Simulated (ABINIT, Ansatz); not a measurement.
Planning a run of ABINIT 10.8.3 on MgZrF6 (Fm-3m). The input:

```
acell 3*1.0 Angstrom
rprim 
  0.000000000000 3.988016550000 3.988016550000
  3.988016550000 0.000000000000 3.988016550000
  3.988016550000 3.988016550000 -0.000000000000
ntypat 3
znucl 12 40 9
natom 8
typat 1 2 3 3 3 3 3 3
xred 
  0.500000000000 0.500000000000 0.500000000000
  0.000000000000 0.000000000000 0.000000000000
  0.747623080000 0.252376920000 0.252376920000
  0.252376920000 0.747623080000 0.747623080000
  0.252376920000 0.747623080000 0.252376920000
  0.747623080000 0.252376920000 0.747623080000
  0.252376920000 0.252376920000 0.747623080000
  0.747623080000 0.747623080000 0.252376920000
pp_dirpath "pseudos"
pseudos "Mg.upf, Zr.upf, F.upf"
ecut 38
ngkpt 2 2 2
nshiftk 1
shiftk 0 0 0
kptopt 1
chksymbreak 0
istwfk *1
occopt 1
irdwfk 1
optdriver 99
bs_calctype 1
mbpt_sciss 5.259 eV
bs_loband 15
nband 39
bs_exchange_term 1
bs_coulomb_term 11
bs_coupling 0
bs_algorithm 1
bs_freq_mesh 0 18 0.1 eV
zcut 0.15 eV
ecuteps 3.6
ecutwfn 19
inclvkb 2
irdscr 1
indata_prefix "in"
outdata_prefix "out"
tmpdata_prefix "tmp"
```

```sh
OMP_NUM_THREADS=1 mpirun -n 4 abinit run.abi > log
```

Q: Estimate wall time and host memory on 4 MPI ranks of Arm Neoverse V2, shared host.

It took 44 s; on shared hardware allow 22 s to 87 s. Peak host memory was 0.53 GiB.

The kernel grows as the square of the matrix size, and full diagonalisation as its cube.

[Paths, hosts, dates, memory and timing lines, banners, echoed tables and standing remarks are left out of the program output.]

[Logs are printed without paths, hosts, clocks, repeated set-up lines and the standing remarks that a program may print on its own settings, such as how far it seeks lower states.]

[Runs of the session that timed out or met a known fault of the program may be left out.]

[Hosts, paths, dates, database ids (printed as entryN), source tags and the programs' standing remarks are cut or masked in the printed files.]

[G0W0 gaps are taken among the corrected bands and points alone; a level outside them can change the order at an edge.]

[Where Ansatz stands beside ABINIT at settings called matched, ABINIT's density can come from a denser mesh and the files from another edition; pairs whose starting gaps differed by over 0.03 eV were left out, so agreement reads better than it is.]
